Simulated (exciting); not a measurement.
Two BSE runs for the Lu L₃ edge of LuTlO2, space group R-3m. Run A: exciting, all-electron LAPW+lo, LDA, exchange and screened direct term (singlet BSE), 3×3×3 shifted k points, 29 conduction bands, |G+q| up to 3 bohr⁻¹ (2 in the exchange term), full RPA screening with nempty = 54, Lorentzian half width 2.34 eV. Run B differs in one setting: k mesh, kernel cutoff, basis, band set, screening or width.

Energy from the Kohn–Sham onset, core level to the lowest empty state found on the meshes used; one zero for both, scaled to A's maximum:

```tsv
E (eV)	A	B
-12.0	0.04	0.10
-11.5	0.04	0.10
-11.0	0.04	0.11
-10.5	0.05	0.11
-10.0	0.05	0.12
-9.5	0.05	0.13
-9.0	0.06	0.13
-8.5	0.06	0.14
-8.0	0.07	0.15
-7.5	0.07	0.16
-7.0	0.08	0.17
-6.5	0.09	0.18
-6.0	0.10	0.19
-5.5	0.11	0.21
-5.0	0.12	0.22
-4.5	0.13	0.24
-4.0	0.15	0.25
-3.5	0.17	0.27
-3.0	0.20	0.29
-2.5	0.23	0.31
-2.0	0.27	0.33
-1.5	0.32	0.35
-1.0	0.38	0.37
-0.5	0.46	0.39
0.0	0.56	0.41
0.5	0.67	0.43
1.0	0.78	0.45
1.5	0.88	0.47
2.0	0.95	0.49
2.5	0.98	0.50
3.0	0.98	0.51
3.5	0.98	0.52
4.0	0.98	0.52
4.5	0.99	0.52
5.0	1.00	0.52
5.5	0.99	0.52
6.0	0.95	0.51
6.5	0.88	0.50
7.0	0.78	0.49
7.5	0.69	0.47
8.0	0.60	0.46
8.5	0.53	0.44
9.0	0.47	0.43
9.5	0.43	0.41
10.0	0.39	0.40
10.5	0.36	0.38
11.0	0.34	0.37
11.5	0.32	0.36
12.0	0.31	0.34
12.5	0.30	0.33
13.0	0.29	0.32
13.5	0.28	0.31
14.0	0.28	0.30
14.5	0.27	0.29
15.0	0.26	0.28
15.5	0.25	0.28
16.0	0.25	0.27
16.5	0.25	0.26
17.0	0.25	0.26
17.5	0.25	0.25
18.0	0.25	0.24
18.5	0.25	0.24
19.0	0.25	0.23
19.5	0.25	0.23
20.0	0.25	0.22
20.5	0.25	0.22
21.0	0.24	0.21
21.5	0.24	0.21
22.0	0.23	0.20
22.5	0.23	0.19
23.0	0.22	0.19
23.5	0.21	0.18
```

Q: Which is the likeliest?

The half width (eV) from 2.34 to 7.02. Against run A the r.m.s. difference is 41 %. The highest maximum lies at 4.4 eV (0.52), against 5.1 eV (1.00). Only the width of each line changes; the area stays. A table step wider than the lines misses their tops. Other settings could leave a like mark; this is the change that was made.

[Banner, clock and machine lines of the logs are left out without a mark of their own.]

[Logs are printed without paths, hosts, clocks, repeated set-up lines and the standing remarks that a program may print on its own settings, such as how far it seeks lower states.]

[Hosts, paths, dates, database ids (printed as entryN), source tags and the programs' standing remarks are cut or masked in the printed files.]
